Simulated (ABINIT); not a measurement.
# Ba2IBrF2 (P4mm): a self-consistent loop beyond G0W0, cycle by cycle, part 3 of 3

Aim: iterate the self-energy on Ba2IBrF2 (P4mm) and follow the gap from cycle to cycle.

ABINIT 10.8.3; PBEsol and many-body steps on it, plane waves. Known limits of the many-body steps: not at the basis limit; no spin-orbit coupling; coarse k mesh.

So far. Step 11 (evGW, cycle 1): Against G0W0 in ABINIT (2×2×1 mesh, 137 bands, screening to 106.1 eV, Godby-Needs plasmon pole), the gap moves by +0.602 eV. Step 14 (evGW, cycle 2): Against the cycle before, the gap moves by +0.025 eV.

## 15. Screening, 2×2×1 mesh, 137 bands, screening to 106.1 eV

This step: RPA screening on PBEsol, plane waves, norm-conserving pseudopotentials.

The input, run.abi:

```
acell 3*1.0 Angstrom
rprim 
  4.623364000000 0.000000000000 0.000000000000
  0.000000000000 4.623364000000 0.000000000000
  0.000000000000 0.000000000000 7.991386000000
ntypat 4
znucl 56 53 35 9
natom 6
typat 1 1 2 3 4 4
xred 
  0.500000000000 0.500000000000 0.827396000000
  0.000000000000 0.000000000000 0.185191000000
  0.000000000000 0.000000000000 0.641387000000
  0.500000000000 0.500000000000 0.340098000000
  0.500000000000 0.000000000000 0.002964000000
  0.000000000000 0.500000000000 0.002964000000
pp_dirpath "pseudos"
pseudos "Ba.upf, I.upf, Br.upf, F.upf"
ecut 36
ngkpt 2 2 1
nshiftk 1
shiftk 0 0 0
kptopt 1
chksymbreak 0
istwfk *1
occopt 1
irdwfk 1
optdriver 3
nband 137
ecuteps 3.9
inclvkb 2
awtr 1
symchi 1
gwcalctyp 10
mbpt_sciss 2.720 eV
nqptdm 1
qptdm 
  0 0 0
indata_prefix "in"
outdata_prefix "out"
tmpdata_prefix "tmp"
```

The run is started by

```bash
$ OMP_NUM_THREADS=1 mpirun -n 4 abinit run.abi > log
```

Numbers of over 12 decimals in the logs are rounded to 6 here.

Log:

```text
.Version 10.8.3 of ABINIT. v10.8.2 released Aug 2026.

 Symmetries : space group P4 m m (# 99); Bravais tP (primitive tetrag.)
[... echo of the input left out ...]
== DATASET  1 ==================================================================
-   mpi_nproc: 4, omp_nthreads: 1 (-1 if OMP is not activated)

--- !DatasetInfo
iteration_state: {dtset: 1, }
dimensions: {natom: 6, nkpt: 3, mband: 137, nsppol: 1, nspinor: 1, nspden: 1, mpw: 11965, }
cutoff_energies: {ecut:  36.0, pawecutdg:  -1.0, }
[...]
[... chi0 elements left out ...]
 For q-point:  0.000010 0.000020 0.000030
  dielectric constant =   3.0227
  dielectric constant without local fields =   3.4293

  Average fulfillment of the sum rule on Im[epsilon] for q-point    1 :     76.08  [%]
[... wings left out ...]
== END DATASET(S) ==============================================================
================================================================================

 -outvars: echo values of variables after computation  --------
           etotal      0.0000000000E+00
            nband         137
             nkpt           3
          spgroup          99
 [... the other variables as echoed above ...]

 Calculation completed.
```

Elapsed: 44 s, on 4 MPI ranks of Intel Xeon Platinum 8259CL at 2.50GHz (Skylake/Cascade Lake), shared host; peak memory 1.3 GiB.

Numbers from this step:

- ε∞ with local fields, on this mesh, along the program's q direction: 3.023
- the same without local fields: 3.429
- plasma frequency: 19.68 eV
- plane waves in the screening matrix: 417

This screening uses the functional's bands under a rigid shift, the mean opening of the cycle before.

## 16. Screening, 2×2×1 mesh, 137 bands, screening to 106.1 eV

This step: RPA screening on PBEsol from quasiparticle energies, plane waves, norm-conserving pseudopotentials.

Changes to run.abi since step 15:

```diff
@@ -33,7 +33,8 @@
 symchi 1
+irdqps 1
 gwcalctyp 10
-mbpt_sciss 2.720 eV
-nqptdm 1
+nqptdm 2
 qptdm 
-  0 0 0
+  0.5000000000 0.0000000000 0.0000000000
+  0.5000000000 0.5000000000 0.0000000000
 indata_prefix "in"
```

The input, mrgscr.stdin:

```
2
merged
q0_SCR
out_SCR
1
```

The run is started by

```bash
$ OMP_NUM_THREADS=1 mpirun -n 4 abinit run.abi > log; mrgscr < mrgscr.stdin
```

Log:

```text
.Version 10.8.3 of ABINIT. v10.8.2 released Aug 2026.

 Symmetries : space group P4 m m (# 99); Bravais tP (primitive tetrag.)
[... echo of the input left out ...]
== DATASET  1 ==================================================================
-   mpi_nproc: 4, omp_nthreads: 1 (-1 if OMP is not activated)

--- !DatasetInfo
iteration_state: {dtset: 1, }
dimensions: {natom: 6, nkpt: 3, mband: 137, nsppol: 1, nspinor: 1, nspden: 1, mpw: 11965, }
cutoff_energies: {ecut:  36.0, pawecutdg:  -1.0, }
[...]
q-point number  2        q = ( 0.500000, 0.500000, 0.000000) [r.l.u.]
--------------------------------------------------------------------------------
[... chi0 elements left out ...]
  Average fulfillment of the sum rule on Im[epsilon] for q-point    3 :     72.76  [%]

== END DATASET(S) ==============================================================
================================================================================

 -outvars: echo values of variables after computation  --------
           etotal      0.0000000000E+00
            nband         137
             nkpt           3
          spgroup          99
 [... the other variables as echoed above ...]

 Calculation completed.
```

The job ended after 24 s (4 MPI ranks; peak memory 1 GiB; 91 s of CPU time).

This step gave:

* plasma frequency: 19.68 eV
* plane waves in the screening matrix: 417

This screening reads the quasiparticle levels of the cycle before.

## 17. evGW, cycle 3

This step: evGW on PBEsol, plane waves, norm-conserving pseudopotentials.

Changes to run.abi since step 16:

```diff
@@ -27,14 +27,20 @@
 irdwfk 1
-optdriver 3
+optdriver 4
 nband 137
-ecuteps 3.9
-inclvkb 2
-awtr 1
-symchi 1
-irdqps 1
 gwcalctyp 10
-nqptdm 2
-qptdm 
+ecutsigx 36
+symsigma 1
+nkptgw 3
+kptgw 
+  0.0000000000 0.0000000000 0.0000000000
   0.5000000000 0.0000000000 0.0000000000
   0.5000000000 0.5000000000 0.0000000000
+bdgw 
+  13 29
+  13 29
+  13 29
+ecuteps 3.9
+irdscr 1
+ppmodel 1
+irdqps 1
 indata_prefix "in"
```

The run is started by

```bash
$ OMP_NUM_THREADS=1 mpirun -n 4 abinit run.abi > log
```

Log:

```text
.Version 10.8.3 of ABINIT. v10.8.2 released Aug 2026.

 Symmetries : space group P4 m m (# 99); Bravais tP (primitive tetrag.)
[... echo of the input left out ...]
== DATASET  1 ==================================================================
-   mpi_nproc: 4, omp_nthreads: 1 (-1 if OMP is not activated)

--- !DatasetInfo
iteration_state: {dtset: 1, }
dimensions: {natom: 6, nkpt: 3, mband: 137, nsppol: 1, nspinor: 1, nspden: 1, mpw: 11965, }
cutoff_energies: {ecut:  36.0, pawecutdg:  -1.0, }
[...]
Convergence of QP corrections
 >>>>> For spin  1 <<<<<
.  kptgw no:  1; Maximum DeltaE = (   0.000   0.000) for band index:  7
.  kptgw no:  2; Maximum DeltaE = (  -0.003  -0.000) for band index:  1
.  kptgw no:  3; Maximum DeltaE = (  -0.001  -0.000) for band index:  7

== END DATASET(S) ==============================================================
================================================================================

 -outvars: echo values of variables after computation  --------
           etotal      0.0000000000E+00
            nband         137
             nkpt           3
          spgroup          99
 [... the other variables as echoed above ...]

 Calculation completed.
```

Elapsed: 1.7 min, on 4 MPI ranks; peak memory 1.6 GiB; 6.9 min of CPU time.

Numbers from this step:

| Property | Result |
| --- | --- |
| quasiparticle gap on the points computed | 6.797 eV |
| gap of the density functional on the mesh | 4.250 eV |
| k of the valence top | 0, 0, 0 |
| k of the conduction bottom | 0, 0, 0 |
| least direct quasiparticle gap on the computed points | 6.797 eV |

Against the cycle before, the gap moves by +0.002 eV.

## 18. Side by side

Times are wall times on 4 MPI ranks of Intel Xeon Platinum 8259CL at 2.50GHz (Skylake/Cascade Lake), shared host. The host was busy with other work, so they are no guide to cost. A run's time includes the screening step that it read.

| run | mesh | bands | screening cutoff (eV) | DFT gap (eV) | gap on the mesh (eV) | direct (eV) | ε∞ used | time |
| --- | --- | --- | --- | --- | --- | --- | --- | --- |
| G0W0 | 2×2×1 | 137 | 106.1 | 4.250 | 6.168 | 6.168 | 3.68 | 76 s |
| evGW0, cycle 1 | 2×2×1 | 137 | 106.1 | 4.250 | 6.556 | 6.556 | 3.68 | 2.7 min |
| evGW0, cycle 2 | 2×2×1 | 137 | 106.1 | 4.250 | 6.383 | 6.383 | 3.68 | 2.6 min |
| evGW0, cycle 3 | 2×2×1 | 137 | 106.1 | 4.250 | 6.397 | 6.397 | 3.68 | 2.7 min |
| evGW0, cycle 4 | 2×2×1 | 137 | 106.1 | 4.250 | 6.396 | 6.396 | 3.68 | 2.7 min |
| evGW, cycle 1 | 2×2×1 | 137 | 106.1 | 4.250 | 6.770 | 6.770 | 3.10 | 2.9 min |
| evGW, cycle 2 | 2×2×1 | 137 | 106.1 | 4.250 | 6.795 | 6.795 | 3.03 | 2.8 min |
| evGW, cycle 3 | 2×2×1 | 137 | 106.1 | 4.250 | 6.797 | 6.797 | 3.02 | 2.9 min |

## 19. Results

- G0W0: 6.168 eV
- evGW0, cycle 1: 6.556 eV
- evGW0, cycle 2: 6.383 eV
- evGW0, cycle 3: 6.397 eV
- evGW0, cycle 4: 6.396 eV
- evGW, cycle 1: 6.770 eV
- evGW, cycle 2: 6.795 eV
- evGW, cycle 3: 6.797 eV
- known limits: not at the basis limit; no spin-orbit coupling; coarse k mesh

Only the bands that the input lists are updated; the others, empty or deep, keep the functional's energies or take a rigid shift. The evGW loop starts from the last levels of evGW0, so its cycles and time come on top of those. evGW0 ends at 6.40 eV, +0.23 eV from G0W0, after 4 cycles that took 6.7 min beside the first screening; the last moved the gap by 0.001 eV. evGW ends at 6.80 eV, +0.63 eV from G0W0, after 3 cycles that took 8.5 min beside the first screening; the last moved the gap by 0.002 eV. The first cycle of evGW0 takes the full correction, without the factor Z, so it overshoots the one-shot value. Bands and cutoff are finite, so the gap is not at the basis limit. The miss can reach some tenths of an eV and take either sign; the mesh is an error of its own. In the first G0W0 run levels were corrected at 1 k point alone, so a gap called «on the mesh» is the least over those, and an edge elsewhere would be missed. The 2×2×1 mesh is coarse for this cell, which bears on the long-range parts of exchange and screening. In the updated screening the q = 0 part is built from Kohn-Sham bands under a rigid shift, the other q from the quasiparticle levels. The many-body steps are scalar-relativistic: spin-orbit coupling is not in them.

[Paths, hosts, dates, memory and timing lines, banners, echoed tables and standing remarks are left out of the program output.]

[Logs are printed without paths, hosts, clocks, repeated set-up lines and the standing remarks that a program may print on its own settings, such as how far it seeks lower states.]

[Runs of the session that timed out or met a known fault of the program may be left out.]

[No measured gap is set beside runs whose start may be inverted or whose files or cutoffs have a known fault.]

[Loops that did not settle are left out.]

[Hosts, paths, dates, database ids (printed as entryN), source tags and the programs' standing remarks are cut or masked in the printed files.]

[G0W0 gaps are taken among the corrected bands and points alone; a level outside them can change the order at an edge.]

[Where Ansatz stands beside ABINIT at settings called matched, ABINIT's density can come from a denser mesh and the files from another edition; pairs whose starting gaps differed by over 0.03 eV were left out, so agreement reads better than it is.]
